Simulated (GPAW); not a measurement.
# How ZnS absorbs and reflects light

Aim: the dielectric function of ZnS, and the optical constants that follow from it. The cell comes from an older database entry, whose edges can differ from later determinations, mostly by under a per cent.

Method: DFT, LDA, plane-wave PAW (GPAW data sets), scalar-relativistic, RPA, optical limit, in GPAW 26.7.0.

The database entry behind the starting cell differs from later determinations by our own check (about 0.1 % short), so it need not match the best structure at ambient conditions.

### 1. The structure

The structure is cubic, space group F-43m (No. 216). The conventional cell has a = 5.404 Å, b = 5.404 Å, c = 5.404 Å, α = 90.00°, β = 90.00°, γ = 90.00°. Nearest to Zn lie 4 S at 2.34 Å. Nearest to S lie 4 Zn at 2.34 Å. Farther neighbours and most contacts between anions are not listed.

As a file:

```xyz
2
Lattice="0.0000 2.7020 2.7020 2.7020 0.0000 2.7020 2.7020 2.7020 0.0000" Properties=species:S:1:pos:R:3 pbc="T T T"
Zn    4.0530    4.0530    4.0530
S     0.0000    0.0000    0.0000
```

### 2. Bands for the response

The response needs many more empty bands than the density does.

This step: DFT, LDA, plane-wave PAW (GPAW data sets), scalar-relativistic, bands at fixed density (GPAW 26.7.0).

nscf.py reads:

```python
from ase.dft.bandgap import bandgap
from gpaw import GPAW, FermiDirac

calc = GPAW('gs.gpw').fixed_density(kpts={'size': (11, 11, 11), 'gamma': True}, nbands=36, convergence={'bands': 30},
                                    occupations=FermiDirac(0.001), txt='nscf.txt')
print('gap (eV)', bandgap(calc, output=None)[0])
print('direct gap (eV)', bandgap(calc, direct=True, output=None)[0])
print('top band over the Fermi level (eV)', min(calc.get_eigenvalues(kpt=k)[29] for k in range(len(calc.get_ibz_k_points()))) - calc.get_fermi_level())
calc.write('full.gpw', mode='all')
```

Command:

```console
OMP_NUM_THREADS=1 python nscf.py
```

Numbers of over 12 decimals in the logs are rounded to 6 here.

What it wrote:

```text
Diagonalizing LCAO Hamiltonian
Converting LCAO to pw mode
convergence criteria:
- Maximum integral of absolute [eigenst]ate change: 4e-08 eV^2 / valence electron
maximum number of iterations: 150

SCF iterations
|iter     |      energy | eigst |  dens |
|iter:   1||             | +3.31 |       |
|iter:   2||             | +1.94 |       |
|iter:   3||             | +0.49 |       |
|iter:   4||             | -0.59 |       |
|iter:   5||             | -1.51 |       |
|iter:   6||             | -2.26 |       |
|iter:   7||             | -3.33 |       |
|iter:   8||             | -3.97 |       |
|iter:   9||             | -4.85 |       |
|iter:  10||             | -5.76 |       |
|iter:  11||             | -6.63 |       |
|iter:  12||             | -7.30 |       |
|iter:  13||             | -7.88c|       |
SCF steps: 13
  __  _  _
 | _ |_)|_||  |
 |__||  | ||/\| - 26.7.0

Versions:
  Python: 3.12.14
  ASE:    3.29.0
  Numpy:  2.5.5
  Scipy:  1.18.1
  Libxc:  7.0.0

Input parameters:
  mode=PW(ecut=500.0),
  convergence={'bands': 30},
  gpts=array([20, 20, 20]),
  kpts=MonkhorstPack(size=(11, 11, 11), gamma=True),
  maxiter=150,
  nbands=36,
  occupations=Occupations(name='fermi-dirac', width=0.001, fixmagmom=False),
  parallel={},
  xc=XC(name='LDA')

--- standard output ---
gap (eV) 1.859937
direct gap (eV) 1.859937
top band over the Fermi level (eV) 29.848062
```

Run time: 36 s. Hardware: 1 thread of Arm Neoverse V1, shared host; peak memory 0.18 GiB.

Read-outs, printed or worked out from the files:

```
gap on the k-mesh      : 1.860 eV
direct gap on the mesh : 1.860 eV
```

### 3. Dielectric function, RPA

Transitions between filled and empty bands, summed over the zone, give the optical response, so mesh, band count and broadening shape it.

The induced potential is part of this response.

This step: DFT, LDA, plane-wave PAW (GPAW data sets), scalar-relativistic, RPA, optical limit (GPAW 26.7.0).

df.py reads:

```python
from gpaw.response.df import DielectricFunction

df = DielectricFunction('full.gpw', frequencies={'type': 'nonlinear', 'domega0': 0.03, 'omega2': 8},
                        ecut=50,
                        eta=0.15,
                        nbands=30,
                        txt='df.txt')
for direction in ['x']:
    df.get_dielectric_function(xc='RPA', direction=direction, filename=f'df_{direction}.csv')
```

Command:

```console
OMP_NUM_THREADS=1 python df.py
```

What it wrote:

```text
Using integrator: PointIntegrator
NonLinearFrequencyDescriptor(from 0.000 to 47.611 eV, 459 points)
Nonperiodic BCs:  [False False False]
Using integrator: PointIntegrator
NonLinearFrequencyDescriptor(from 0.000 to 47.611 eV, 459 points)
Nonperiodic BCs:  [False False False]

Calculating chi0 body with:
    Ground state adapter containing:
    Number of spins: 1
    Number of kpoints: 1331
    Number of irreducible kpoints: 56
    Number of completely occupied states: 9
    Number of partially occupied states: 9

    Linear response parametrization:
    q_c: [0.0, 0.0, 0.0]
    Number of frequency points: 459
    Planewave cutoff: 50.0
    Number of bands: 30
    Number of planewaves: 27
    Broadening (eta): 0.15

Integrating chi0 body.

Symmetries of q_c:
    Direct symmetries (Uq -> q): 24
    Indirect symmetries (TUq -> q): 24
In total 48 allowed symmetries.

56 groups of equivalent kpoints. 95.792637% reduction.

Integral kind: spectral function

Calculating chi0 optical extensions with:
    Ground state adapter containing:
    Number of spins: 1
    Number of kpoints: 1331
    Number of irreducible kpoints: 56
    Number of completely occupied states: 9
    Number of partially occupied states: 9

    Linear response parametrization:
    Number of frequency points: 459
    Planewave cutoff: 50.0
    Number of bands: 30
    Number of planewaves: 27
    Broadening (eta): 0.15
Integrating chi0 head and wings.

Symmetries of q_c:
    Direct symmetries (Uq -> q): 24
    Indirect symmetries (TUq -> q): 24
In total 48 allowed symmetries.

56 groups of equivalent kpoints. 95.792637% reduction.

Integral kind: spectral function wings
```

Run time: 5.4 s. Hardware: 1 thread; peak memory 0.23 GiB.

Numbers from this step:

```
electronic dielectric constant ε∞, mean over x, y and z (by symmetry where fewer were run) : 6.027
main peak of Im epsilon, first axis                                                        : 5.778 eV
```

Values under the direct gap are tails of Lorentzian lines. Table of Im ε, E ∥ x by photon energy; read off at these points:

photon energy (eV), Im ε, E ∥ x and a bar:
```
    0.000        0.0 
    0.250        0.0 
    0.500        0.0 
    0.750        0.1 
    1.000        0.1 
    1.250        0.1 
    1.500        0.2 #
    1.750        0.5 ##
    2.000        0.6 ##
    2.250        0.7 ##
    2.500        1.9 #####
    2.750        1.3 ####
    3.000        1.7 #####
    3.250        2.0 ######
    3.500        2.5 #######
    3.750        4.5 #############
    3.850        5.3 ###############
    4.000        4.4 #############
    4.250        5.0 ##############
    4.500        7.0 ####################
    4.750        5.2 ###############
    5.000        5.1 ###############
    5.250        6.8 ####################
    5.500        8.4 ########################
    5.750       10.4 ##############################
    6.000        9.3 ###########################
    6.250       10.2 #############################
    6.282       10.2 #############################
    6.500        7.7 ######################
    6.750        5.2 ###############
    7.000        4.5 #############
    7.250        5.3 ###############
    7.500        5.8 #################
    7.750        6.0 #################
    7.847        6.4 ##################
    8.000        5.6 ################
    8.250        5.0 ##############
    8.500        4.5 #############
    8.750        4.1 ############
    9.000        3.3 ##########
    9.250        3.3 ##########
    9.500        2.8 ########
    9.750        2.4 #######
   10.000        2.3 #######
   10.250        2.2 ######
   10.500        2.5 #######
   10.750        2.2 ######
   11.000        2.0 ######
   11.250        1.7 #####
   11.500        1.7 #####
   11.750        1.5 ####
   12.000        1.6 #####
   12.250        1.6 #####
   12.500        1.4 ####
   12.750        1.4 ####
   13.000        1.2 ####
   13.250        1.2 ###
   13.500        1.0 ###
   13.750        1.0 ###
```

Table of Re ε, E ∥ x by photon energy:

photon energy (eV), Re ε, E ∥ x and a bar from the least value:
```
      0.0       6.03 #######################
      0.5       6.08 #######################
      1.0       6.26 ########################
      1.5       6.67 #########################
      2.0       6.79 #########################
      2.5       7.38 ###########################
      3.0       7.72 ############################
      3.5       8.39 ##############################
      4.0       6.96 ##########################
      4.5       6.59 #########################
      5.0       6.31 ########################
      5.5       6.34 ########################
      6.0       2.72 ##############
      6.5      -1.98 
      7.0       0.30 #######
      7.5       0.37 #######
      8.0      -1.29 ##
      8.5      -1.20 ##
      9.0      -1.38 ##
      9.5      -1.54 #
     10.0      -0.96 ###
     10.5      -0.76 ####
     11.0      -1.03 ###
     11.5      -0.81 ###
     12.0      -0.51 ####
     12.5      -0.73 ####
     13.0      -0.60 ####
     13.5      -0.52 ####
```

The reflectivity at normal incidence, E ∥ x has structure finer than the step of the table below, so its rows give means over 0.5 eV, whole bins alone (the curve runs from 0 to 14.0 eV). Peaks (eV: height): 4.42: 30.4, 6.44: 44.6, 8.77: 41.9, 9.48: 39.4, 11.10: 36.1, 12.42: 33.2, 13.34: 34.8.

Reflectivity at normal incidence, E ∥ x against photon energy; means over each step:

photon energy (eV), reflectivity at normal incidence, E ∥ x (%) and a bar from the least value:
```
      0.5       17.9 
      1.0       18.4 #
      1.5       19.6 ##
      2.0       20.4 ###
      2.5       21.8 #####
      3.0       22.7 ######
      3.5       25.6 ##########
      4.0       26.7 ###########
      4.5       28.8 ##############
      5.0       26.8 ###########
      5.5       33.2 ###################
      6.0       37.6 #########################
      6.5       41.9 ##############################
      7.0       29.4 ##############
      7.5       31.0 ################
      8.0       36.7 ########################
      8.5       37.8 #########################
      9.0       38.1 #########################
      9.5       38.4 ##########################
     10.0       33.3 ###################
     10.5       31.1 ################
     11.0       34.8 #####################
     11.5       32.4 ##################
     12.0       28.4 #############
     12.5       31.7 #################
     13.0       31.2 #################
     13.5       31.5 #################
```

Values under the direct gap are tails of Lorentzian lines. The loss function −Im 1/ε at q → 0, E ∥ x by energy loss; read off at these points:

```
energy loss (eV)  loss function −Im 1/ε at q → 0, E ∥ x
            0.00                                      0
            0.50                                 9.1e-4
            1.00                                0.00206
            1.50                                0.00464
            2.00                                 0.0126
            2.50                                 0.0320
            3.00                                 0.0266
            3.50                                 0.0328
            4.00                                 0.0647
            4.50                                 0.0758
            5.00                                 0.0777
            5.50                                 0.0759
            6.00                                 0.0989
            6.50                                  0.122
            7.00                                  0.220
            7.50                                  0.171
            8.00                                  0.169
            8.50                                  0.209
            9.00                                  0.256
            9.50                                  0.272
           10.00                                  0.370
           10.50                                  0.372
           11.00                                  0.390
           11.50                                  0.487
           12.00                                  0.556
           12.50                                  0.569
           13.00                                  0.654
           13.50                                  0.809
           13.69                                  0.891
```

Values under the direct gap are tails of Lorentzian lines. Im ε, E ∥ x against photon energy; read off at these points:

```
photon energy (eV)  without local fields  with local fields
             0.000                     0                  0
             0.250                0.0176             0.0163
             0.500                0.0364             0.0338
             0.750                0.0580             0.0542
             1.000                0.0856             0.0807
             1.250                 0.127              0.121
             1.500                 0.212              0.206
             1.750                 0.535              0.539
             2.000                 0.582              0.584
             2.250                 0.684              0.680
             2.500                  1.83               1.85
             2.750                  1.28               1.28
             3.000                  1.66               1.66
             3.250                  2.00               1.98
             3.500                  2.57               2.51
             3.750                  4.71               4.55
             3.850                  5.42               5.25
             4.000                  4.55               4.38
             4.250                  5.32               4.96
             4.500                  7.39               7.00
             4.750                  5.55               5.24
             5.000                  5.66               5.13
             5.250                  8.14               6.80
             5.500                  10.6               8.37
             5.750                  13.4               10.4
             6.000                  11.9               9.32
             6.250                  12.7               10.2
             6.500                  9.05               7.69
             6.750                  6.65               5.23
             7.000                  6.63               4.53
             7.250                  8.49               5.25
             7.323                  8.99               5.70
             7.500                  8.27               5.84
             7.750                  8.12               6.02
             8.000                  6.33               5.63
             8.250                  5.69               4.98
             8.500                  4.93               4.46
             8.750                  3.96               4.11
             9.000                  3.46               3.33
             9.250                  3.37               3.35
             9.500                  2.75               2.84
             9.750                  2.47               2.39
            10.000                  2.50               2.31
            10.250                  2.53               2.23
            10.500                  2.60               2.45
            10.750                  2.16               2.24
            11.000                  1.87               2.04
            11.250                  1.62               1.70
            11.500                  1.57               1.66
            11.750                  1.53               1.51
            12.000                  1.64               1.64
            12.250                  1.42               1.65
            12.500                  1.14               1.37
            12.750                  1.15               1.37
            13.000                  1.04               1.24
            13.250                 0.971               1.20
            13.500                 0.876              0.953
            13.750                 0.988               1.03
```

From ε follow the optical constants at some laser and lamp lines:

```
wavelength (nm)     n      k  R (%)     1/α
           1550  2.48  0.012   18.2   10 µm
            800  2.59  0.046   19.7  1.4 µm
            633  2.60  0.124   19.9  405 nm
            532  2.77  0.169   22.2  250 nm
            450  2.71  0.237   21.6  151 nm
            308  2.75  0.757   24.9   32 nm
            248  2.69  0.956   25.9   21 nm
```

Below the direct gap, k and the depth come from the tails of the Lorentzian lines, not from transitions.

Rows near the edge hang on the gap, which this functional as a rule makes too small, and phonon-assisted absorption is left out.

### 4. Results

| Quantity | Value |
| --- | --- |
| electronic dielectric constant ε∞, mean over x, y and z (by symmetry where fewer were run) (RPA) | 6.03 |
| main peak of Im epsilon, first axis | 5.78 eV |

What this shows: At this level (LDA, RPA) ZnS has ε∞ = 6.03 and n = 2.48 at 1550 nm, and Im ε peaks at 5.8 eV. On the mesh the gap is 1.86 eV and the least direct gap 1.86 eV. Local fields change the static value along x from 6.68 to 6.03 (-10 %). Distinct maxima of Im ε, read by a parabola through the highest points, lie at 4.50 eV (7.0), 5.78 eV (11), 6.26 eV (10) and 7.86 eV (6.4). Excitons and phonon-assisted transitions are missing; LDA gaps are as a rule too small, which pulls the onset down and ε∞ up. The sum runs over mesh points, so small or evenly spaced maxima can still be ripples of the mesh. In this version of GPAW the matrix elements of the optical limit are incomplete, which can lower ε − 1 by up to a tenth where first-row anions or d states rule, and shift it by more in d metals.

[Machine, clock and banner lines and Python warnings are left out of the logs.]

[Logs are printed without paths, hosts, clocks, repeated set-up lines and the standing remarks that a program may print on its own settings, such as how far it seeks lower states.]

[Hosts, paths, dates, database ids (printed as entryN), source tags and the programs' standing remarks are cut or masked in the printed files.]
